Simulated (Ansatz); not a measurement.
# Quasi-harmonic thermodynamics of BaY (hypothetical, Pm-3m), part 2 of 3

Wanted: α(T), C_P(T) and B(T) of BaY (hypothetical) in the quasi-harmonic approximation. The compound is hypothetical: it was made by swapping elements on a known structure type.

Ansatz 0.2.0; DFT PBE, scalar-relativistic, plane waves, PAW.

So far. Step 2 (A first coarse run): The start is under -1.9 GPa at this level and looks like a metal on this mesh.

**5. Relaxing to small residual forces and stress**

The thresholds are tightened for a last relaxation ahead of the phonons, and where mesh or smearing change with them the cell follows.

Input file input.yaml:

```yaml
crystal:
  lattice:
    - [4.4212207093, 0.0, 0.0]
    - [0.0, 4.4212207093, 0.0]
    - [0.0, 0.0, 4.4212207093]
  atoms:
    - { symbol: Ba, position: [0.0, 0.0, 0.0] }
    - { symbol: "Y", position: [0.5, 0.5, 0.5] }
kpoints:
  mp_grid: { grid: [12, 12, 12] }
hamiltonian:
  xc: pbe
scf:
  occupations: { method: methfessel_paxton, width: 0.15 }
output:
  forces: true
  stress: true
  eigenvalues: true
relax:
  adjacent_minimum: "off"
  f_tol: 0.001
  max_steps: 60
  cell: { stress_tol: 0.01 }
```

The run is started by

```console
> ansatz run input.yaml --threads 4 --pin off --max-ram 8192MiB --backend cpu --events-out ev --progress --plain --runs-dir out
```

Numbers of over 12 decimals in the logs are rounded to 6 here.

Output:

```text
[...]
Crystal: 2 atoms, lattice volume = 86.422 Å³
Basis set: ecut = 420 eV, 1743 PW (Γ), exchange–correlation on 60×60×60 points (8 copies of the dense FFT grid, shifted against one another)
Bands: 15, of which v1, the nominal top of the filled ones, is band 11 counted from 1 (10 counted from 0)
Symmetry: 48 space group operations
[...]
k-points: 84 of 1728
[...]
k-point 83: bands = [... 7 lower, -5.3515, 7.8253, 7.8253, 7.8253, 8.6264, 8.6264, 8.6264, 10.6115]
--- Relaxed structure (3 steps of the walk, 3 accepted, 1 SCFs on fresh bases) ---
[...]
cell:  # Å, volume = 86.2176 Å³
    - [4.417724, 0, 0.0]
    - [0, 4.417724, 0.0]
    - [0, 0, 4.417724]
  atoms:
    - { symbol: Ba, position: [0, 0, 0] }
    - { symbol: Y, position: [0.500000, 0.500000, 0.500000] }
[key lines of the parts left out:]
SCF converged after 5 iterations
Free energy (F): -9797.537095 eV
Fermi energy:    7.948968 eV
P = ⅓ Tr σ = 0.0000 GPa (0.000 kbar)
```

Run time: 7.1 s. Hardware: 4 threads of Arm Neoverse V1, shared host; peak memory 0.45 GiB.

Little changed from the start: no atom moved by 0.005 Å and no cell edge by 0.1 %.

Numbers from this step:

```yaml
pressure: 2.46e-5 GPa
volume_per_atom: 43.11 Å³
```

The residual pressure is 2.5e-5 GPa, small enough for phonons.

**6. A faulty attempt**

This input was changed on purpose, to see how the program answers.

Input file input.yaml:

```yaml
crystal:
  lattice:
    - [4.4177244005, 0.0, 0.0]
    - [0.0, 4.4177244005, 0.0]
    - [0.0, 0.0, 4.4177244005]
  atoms:
    - { symbol: Ba, position: [0.0, 0.0, 0.0] }
    - { symbol: "Y", position: [0.5, 0.5, 0.5] }
kpoints:
  mp_grid: { grid: [12, 12, 12] }
hamiltonian:
  xc: pbe
scf:
  occupations: { method: methfessel_paxton, width: 0.15 }
  max_iter: 100
output:
  eigenvalues: true
phonons:
  method: dfpt
  qmesh: [4, 4, 4]
  amplitude: 0.01
  thermal_expansion: {}
```

Output:

```text
Error: invalid value for `phonons.amplitude`: set with method: dfpt — a finite-displacement knob (the displacement step); dfpt computes the analytic response in the run's own cell, with no displaced geometries; remove amplitude or use method: fd, without the keys that are dfpt's alone (method's entry in the input reference names them)
```

Wall time 0.03 s (4 threads); peak memory 0.031 GiB; 0.02 s of CPU time.

The program refused the input before any cycle.

The program's message: “Error: invalid value for `phonons.amplitude`: set with method: dfpt — a finite-displacement knob (the displacement step); dfpt computes the analytic response in the run's own cell, with no displaced g …”

The fault put into the input: a displacement amplitude under linear response.

**7. Phonons on strained cells, q-mesh 2×2×2**

The study relaxes the crystal at several strains, solves the phonons on some of them and minimises the free energy at each temperature (static energy, vibrations, the electrons in a metal, and PV under a set pressure); the q-mesh sets how far the force constants reach.

input.yaml, the sections that differ from step 6:

```yaml
scf:
  occupations: { method: methfessel_paxton, width: 0.15 }
phonons:
  method: dfpt
  qmesh: [2, 2, 2]
  temperatures: { t_max: 900.0, t_step: 50 }
  thermal_expansion: {}
# crystal, kpoints, hamiltonian, output: as in step 6
```

Output:

```text
The last accepted step is kept in <dir> (removed where the run ends without a failure and the disk answers)
Engine: ansatz 0.2.0, aarch64-unknown-linux-gnu
Pseudopotentials: kind: paw
Pseudopotential: Ba, paw, valence charge 10, recommended cutoff 420 eV (normal), Ba.paw.azcp
Pseudopotential: Y, paw, valence charge 11, recommended cutoff 420 eV (normal), Y.paw.azcp
Functional definition: PBE
  parameter kappa = 0.804
  parameter beta = 0.066725
  exchange = pbe_x(kappa = kappa, mu = beta*pi^2/3)
  correlation = pbe_c(beta = beta)
Crystal: 2 atoms, lattice volume = 86.218 Å³
Basis set: ecut = 487.2 eV, 2103 PW (Γ), exchange–correlation on 64×64×64 points (8 copies of the dense FFT grid, shifted against one another)
Bands: 15, of which v1, the nominal top of the filled ones, is band 11 counted from 1 (10 counted from 0)
Symmetry: 48 space group operations
Space group: Pm-3m (ITA 221), of the structure as read, at distance tolerance 4.4e-5 Å
k-points: 84 of 1728
Non-local potential: Ba, projectors of the file, l = 0: 3, l = 1: 2, l = 2: 2, l = 3: 2
Non-local potential: Y, projectors of the file, l = 0: 3, l = 1: 2, l = 2: 2, l = 3: 1
PAW form: soft (Blöchl's): semilocal exchange-correlation on the pseudo side does not see the compensation charge
PAW one-centre angular grid: Ba, 194 points (default); XC on 64 Gauss nodes
PAW one-centre angular grid: Y, 590 points (default); XC on 64 Gauss nodes
Initial density: superposition of atomic densities (neutral atoms: chi_scale 0, normalization atom), corrected by the library's trained network
Initial wavefunctions: pseudopotential atomic-orbital guess
Functional: x = pbe(κ = 0.804, μ = 0.219515), c = pbe(β = 0.066725)
SCF iter   1: F=—  HF=-9797.539054 eV  |F-HF|=—  |Δ(HF+E_count)|=         —  Δρ=2.73e-3  dr2=9.58e-3  ethr=1.77e-3  ⟨swp⟩=6.4  Hψ=7476  notcnv=0
preconditioner: auto → Kerker (q_TF=auto, 2.156 Å⁻¹)  [metal: Δε(μ)=0.006 eV  Ē_g=2.212 eV  σ=0.150 eV  W_gap=0.03  n_scr=18 (ndim 8)  ℏωp=8.9 eV  f_vac=0.000  D(μ)=4.25/eV (n_scr^D=32)]
SCF iter   2: F=—  HF=-9797.537435 eV  |F-HF|=—  |Δ(HF+E_count)|=   1.62e-3  S|Δr|=    0.00e0  Δρ=1.62e-3  dr2=2.89e-3  ethr=4.56e-5  ⟨swp⟩=2.3  Hψ=2438  notcnv=0
SCF iter   3: F=—  HF=-9797.537365 eV  |F-HF|=—  |Δ(HF+E_count)|=   7.05e-5  S|Δr|=    0.00e0  Δρ=3.90e-4  dr2=2.00e-4  ethr=1.37e-5  ⟨swp⟩=2.8  Hψ=2002  notcnv=0
SCF iter   4: F=—  HF=-9797.537354 eV  |F-HF|=—  |Δ(HF+E_count)|=   1.07e-5  S|Δr|=    0.00e0  Δρ=7.96e-5  dr2=9.19e-6  ethr=9.53e-7  ⟨swp⟩=2.5  Hψ=1916  notcnv=0
SCF iter   5: F=—  HF=-9797.537351 eV  |F-HF|=—  |Δ(HF+E_count)|=   3.44e-6  S|Δr|=    0.00e0  Δρ=1.27e-5  dr2=9.59e-8  ethr=4.37e-8  ⟨swp⟩=2.1  Hψ=1589  notcnv=0
[...]
--- Per-component energies (eV) ---
  E_band       = -201.414300
  E_kinetic    = 470.519714
  E_local      = -992.819329  (includes V_loc(G=0)·N_el)
  E_nonlocal   = 107.698625
  E_hartree    = 317.181297
  E_xc         = -339.355191
  E_vxc        = -332.070093  (∫ρ·V_xc dr)
  E_paw        = -8051.298878  (= ΣΔE_a)
  E_vpaw       = -89.105834  (= ΣTr[D̂ρ^β])
  E_aug_tail   = 0.000002  (compensation charges beyond the density's cutoff)
  E_ewald      = -1309.459662
  E_smearing   = -0.003928  (= −TS)
  E_closure    = -0.000000  (closes the sum)
  Σ components = -9797.537350   (vs F -9797.537350, Δ=0.00e0)
--- Forces (eV/Å), atoms counted from 1 ---
  atom   1  Ba    -0.00000000     0.00000000     0.00000000
  atom   2  Y      0.00000000     0.00000000     0.00000000
  max |Σ_I F_I| component: 1.54e-30 eV/Å
--- Stress (GPa, compression-positive) ---
        0.000379       0.000000       0.000000
        0.000000       0.000379       0.000000
        0.000000       0.000000       0.000379
  P = ⅓ Tr σ = 0.0004 GPa (0.004 kbar)
--- Band table (eV; the first three rows and the last of 84) ---
  k-point 0: bands = [... 7 lower, -5.0966, 4.3403, 6.9110, 6.9110, 9.5207, 9.5207, 9.5207, 11.4635]
  k-point 1: bands = [... 7 lower, -5.0955, 4.4272, 6.9539, 6.9714, 9.4990, 9.4990, 9.5476, 11.2902]
  k-point 2: bands = [... 7 lower, -5.0925, 4.6789, 7.0814, 7.1273, 9.4475, 9.4475, 9.6250, 10.8576]
  k-point 83: bands = [... 7 lower, -5.3515, 7.8253, 7.8253, 7.8253, 8.6265, 8.6265, 8.6265, 10.6114]
── thermal expansion: 3 new cells, 3 in all ──
thermal expansion: relaxation of cell 2
thermal expansion: relaxation of cell 3
── thermal expansion: 2 new cells, 5 in all ──
thermal expansion: relaxation of cell 4
thermal expansion: lower-state search of cell 4
thermal expansion: electrons of cell 4
thermal expansion: phonons of cell 4
WARN: thermal expansion, phonons of cell 4: eigensolver did not converge (k=8): 1 band(s) unlocked after 20 sweeps at ethr=1.00e-12 eV (lowest unlocked band 14, counted from 0; max residual 3.76e-5 eV among the unlocked bands, 3.76e-5 eV over every band)
WARN: thermal expansion: eigensolver_not_converged in the phonons of 1 cell: 4
WARN: thermal expansion: vibrations_at_or_below_zero in the phonons of 1 cell: 4
this run last wrote the structure of step 1 to <dir>
--- Relaxed structure (1 steps of the walk, 1 accepted, 0 SCFs on fresh bases) ---
  F+E_penalty+E_count = -9797.53735045 eV   max|allowed force component| = 2.383e-30 eV/Å
  atoms:
    - { symbol: Ba, position: [0.0, 0.0, 0.0] }
    - { symbol: Y, position: [0.5, 0.5, 0.5] }
--- Thermal expansion: 5 cells in 2 rounds, 0 GPa ---
  no lower state was reached at cell 4; its state was not examined: fill_not_monotonic
  not told: vibrations stand at or below zero in cell 4 (0.750 modes a cell, the lowest at -15.0 cm⁻¹): the crystal is at no minimum there, or its k-points are too few: type the crystal that it becomes, another pressure, or a denser kpoints.mp_grid, in a new run
  eigensolver_not_converged in the phonons of 1 cell: 4
  vibrations_at_or_below_zero in the phonons of 1 cell: 4
Error: vibrations stand at or below zero in cell 4 (0.750 modes a cell, the lowest at -15.0 cm⁻¹): the crystal is at no minimum there, or its k-points are too few: type the crystal that it becomes, another pressure, or a denser kpoints.mp_grid, in a new run
[key lines of the parts left out:]
SCF converged after 8 iterations
Free energy (F): -9797.537350 eV
Fermi energy:    7.948982 eV
```

It took 3.3 min on 4 threads; peak memory 1.6 GiB; 13 min of CPU time.

The run ended with an error.

The program's message: “vibrations stand at or below zero in cell 4 (0.750 modes a cell, the lowest at -15.0 cm⁻¹): the crystal is at no minimum there, or its k-points are too few: type the crystal that it becomes, another p …”

**8. Phonons on strained cells, q-mesh 4×4×4**

Thermal expansion follows from how the free energy of the vibrations (and of the electrons in a metal) changes with strain, so the program makes strained cells, their phonons and a fit in one run.

Edit input.yaml of step 7 so:

```diff
@@ -18,3 +18,3 @@
   method: dfpt
-  qmesh: [2, 2, 2]
+  qmesh: [4, 4, 4]
   temperatures: { t_max: 900.0, t_step: 50 }
```

Output:

```text
The last accepted step is kept in <dir> (removed where the run ends without a failure and the disk answers)
Engine: ansatz 0.2.0, aarch64-unknown-linux-gnu
Pseudopotentials: kind: paw
Pseudopotential: Ba, paw, valence charge 10, recommended cutoff 420 eV (normal), Ba.paw.azcp
Pseudopotential: Y, paw, valence charge 11, recommended cutoff 420 eV (normal), Y.paw.azcp
Functional definition: PBE
  parameter kappa = 0.804
  parameter beta = 0.066725
  exchange = pbe_x(kappa = kappa, mu = beta*pi^2/3)
  correlation = pbe_c(beta = beta)
Crystal: 2 atoms, lattice volume = 86.218 Å³
Basis set: ecut = 487.2 eV, 2103 PW (Γ), exchange–correlation on 64×64×64 points (8 copies of the dense FFT grid, shifted against one another)
Bands: 15, of which v1, the nominal top of the filled ones, is band 11 counted from 1 (10 counted from 0)
Symmetry: 48 space group operations
Space group: Pm-3m (ITA 221), of the structure as read, at distance tolerance 4.4e-5 Å
k-points: 84 of 1728
Non-local potential: Ba, projectors of the file, l = 0: 3, l = 1: 2, l = 2: 2, l = 3: 2
Non-local potential: Y, projectors of the file, l = 0: 3, l = 1: 2, l = 2: 2, l = 3: 1
PAW form: soft (Blöchl's): semilocal exchange-correlation on the pseudo side does not see the compensation charge
PAW one-centre angular grid: Ba, 194 points (default); XC on 64 Gauss nodes
PAW one-centre angular grid: Y, 590 points (default); XC on 64 Gauss nodes
Initial density: superposition of atomic densities (neutral atoms: chi_scale 0, normalization atom), corrected by the library's trained network
Initial wavefunctions: pseudopotential atomic-orbital guess
Functional: x = pbe(κ = 0.804, μ = 0.219515), c = pbe(β = 0.066725)
SCF iter   1: F=—  HF=-9797.539054 eV  |F-HF|=—  |Δ(HF+E_count)|=         —  Δρ=2.73e-3  dr2=9.58e-3  ethr=1.77e-3  ⟨swp⟩=6.4  Hψ=7476  notcnv=0
preconditioner: auto → Kerker (q_TF=auto, 2.156 Å⁻¹)  [metal: Δε(μ)=0.006 eV  Ē_g=2.212 eV  σ=0.150 eV  W_gap=0.03  n_scr=18 (ndim 8)  ℏωp=8.9 eV  f_vac=0.000  D(μ)=4.25/eV (n_scr^D=32)]
SCF iter   2: F=—  HF=-9797.537435 eV  |F-HF|=—  |Δ(HF+E_count)|=   1.62e-3  S|Δr|=    0.00e0  Δρ=1.62e-3  dr2=2.89e-3  ethr=4.56e-5  ⟨swp⟩=2.3  Hψ=2438  notcnv=0
SCF iter   3: F=—  HF=-9797.537365 eV  |F-HF|=—  |Δ(HF+E_count)|=   7.05e-5  S|Δr|=    0.00e0  Δρ=3.90e-4  dr2=2.00e-4  ethr=1.37e-5  ⟨swp⟩=2.8  Hψ=2002  notcnv=0
SCF iter   4: F=—  HF=-9797.537354 eV  |F-HF|=—  |Δ(HF+E_count)|=   1.07e-5  S|Δr|=    0.00e0  Δρ=7.96e-5  dr2=9.19e-6  ethr=9.53e-7  ⟨swp⟩=2.5  Hψ=1916  notcnv=0
SCF iter   5: F=—  HF=-9797.537351 eV  |F-HF|=—  |Δ(HF+E_count)|=   3.44e-6  S|Δr|=    0.00e0  Δρ=1.27e-5  dr2=9.59e-8  ethr=4.37e-8  ⟨swp⟩=2.1  Hψ=1589  notcnv=0
[...]
--- Per-component energies (eV) ---
  E_band       = -201.414300
  E_kinetic    = 470.519714
  E_local      = -992.819329  (includes V_loc(G=0)·N_el)
  E_nonlocal   = 107.698625
  E_hartree    = 317.181297
  E_xc         = -339.355191
  E_vxc        = -332.070093  (∫ρ·V_xc dr)
  E_paw        = -8051.298878  (= ΣΔE_a)
  E_vpaw       = -89.105834  (= ΣTr[D̂ρ^β])
  E_aug_tail   = 0.000002  (compensation charges beyond the density's cutoff)
  E_ewald      = -1309.459662
  E_smearing   = -0.003928  (= −TS)
  E_closure    = -0.000000  (closes the sum)
  Σ components = -9797.537350   (vs F -9797.537350, Δ=0.00e0)
--- Forces (eV/Å), atoms counted from 1 ---
  atom   1  Ba    -0.00000000     0.00000000     0.00000000
  atom   2  Y      0.00000000     0.00000000     0.00000000
  max |Σ_I F_I| component: 1.54e-30 eV/Å
--- Stress (GPa, compression-positive) ---
        0.000379       0.000000       0.000000
        0.000000       0.000379       0.000000
        0.000000       0.000000       0.000379
  P = ⅓ Tr σ = 0.0004 GPa (0.004 kbar)
--- Band table (eV; the first three rows and the last of 84) ---
  k-point 0: bands = [... 7 lower, -5.0966, 4.3403, 6.9110, 6.9110, 9.5207, 9.5207, 9.5207, 11.4635]
  k-point 1: bands = [... 7 lower, -5.0955, 4.4272, 6.9539, 6.9714, 9.4990, 9.4990, 9.5476, 11.2902]
  k-point 2: bands = [... 7 lower, -5.0925, 4.6789, 7.0814, 7.1273, 9.4475, 9.4475, 9.6250, 10.8576]
  k-point 83: bands = [... 7 lower, -5.3515, 7.8253, 7.8253, 7.8253, 8.6265, 8.6265, 8.6265, 10.6114]
── thermal expansion: 3 new cells, 3 in all ──
thermal expansion: relaxation of cell 2
thermal expansion: relaxation of cell 3
── thermal expansion: 2 new cells, 5 in all ──
thermal expansion: relaxation of cell 4
thermal expansion: lower-state search of cell 4
thermal expansion: electrons of cell 4
thermal expansion: phonons of cell 4
WARN: thermal expansion, phonons of cell 4: eigensolver did not converge (k=8): 1 band(s) unlocked after 20 sweeps at ethr=1.00e-12 eV (lowest unlocked band 14, counted from 0; max residual 3.76e-5 eV among the unlocked bands, 3.76e-5 eV over every band)
WARN: thermal expansion: eigensolver_not_converged in the phonons of 1 cell: 4
WARN: thermal expansion: vibrations_at_or_below_zero in the phonons of 1 cell: 4
this run last wrote the structure of step 1 to <dir>
--- Relaxed structure (1 steps of the walk, 1 accepted, 0 SCFs on fresh bases) ---
  F+E_penalty+E_count = -9797.53735045 eV   max|allowed force component| = 2.383e-30 eV/Å
  atoms:
    - { symbol: Ba, position: [0.0, 0.0, 0.0] }
    - { symbol: Y, position: [0.5, 0.5, 0.5] }
--- Thermal expansion: 5 cells in 2 rounds, 0 GPa ---
  no lower state was reached at cell 4; its state was not examined: fill_not_monotonic
  not told: vibrations stand at or below zero in cell 4 (0.094 modes a cell, the lowest at -15.0 cm⁻¹): the crystal is at no minimum there, or its k-points are too few: type the crystal that it becomes, another pressure, or a denser kpoints.mp_grid, in a new run
  eigensolver_not_converged in the phonons of 1 cell: 4
  vibrations_at_or_below_zero in the phonons of 1 cell: 4
Error: vibrations stand at or below zero in cell 4 (0.094 modes a cell, the lowest at -15.0 cm⁻¹): the crystal is at no minimum there, or its k-points are too few: type the crystal that it becomes, another pressure, or a denser kpoints.mp_grid, in a new run
[key lines of the parts left out:]
SCF converged after 8 iterations
Free energy (F): -9797.537350 eV
Fermi energy:    7.948982 eV
```

Run time: 17 min. Hardware: 4 threads; peak memory 3.8 GiB.

The run ended with an error.

The program's message: “vibrations stand at or below zero in cell 4 (0.094 modes a cell, the lowest at -15.0 cm⁻¹): the crystal is at no minimum there, or its k-points are too few: type the crystal that it becomes, another p …”

(Continued in part 3 of 3.)

[Logs are printed without paths, hosts, clocks, repeated set-up lines and the standing remarks that a program may print on its own settings, such as how far it seeks lower states.]

[Hosts, paths, dates, database ids (printed as entryN), source tags and the programs' standing remarks are cut or masked in the printed files.]

[A step with changed settings may run another functional than the one named; its input shows which.]

[Pressures of single members of a volume series are the stress at the run's cutoff; with an incomplete basis they can lie off −dE/dV of the same runs, and they are not shown converged.]
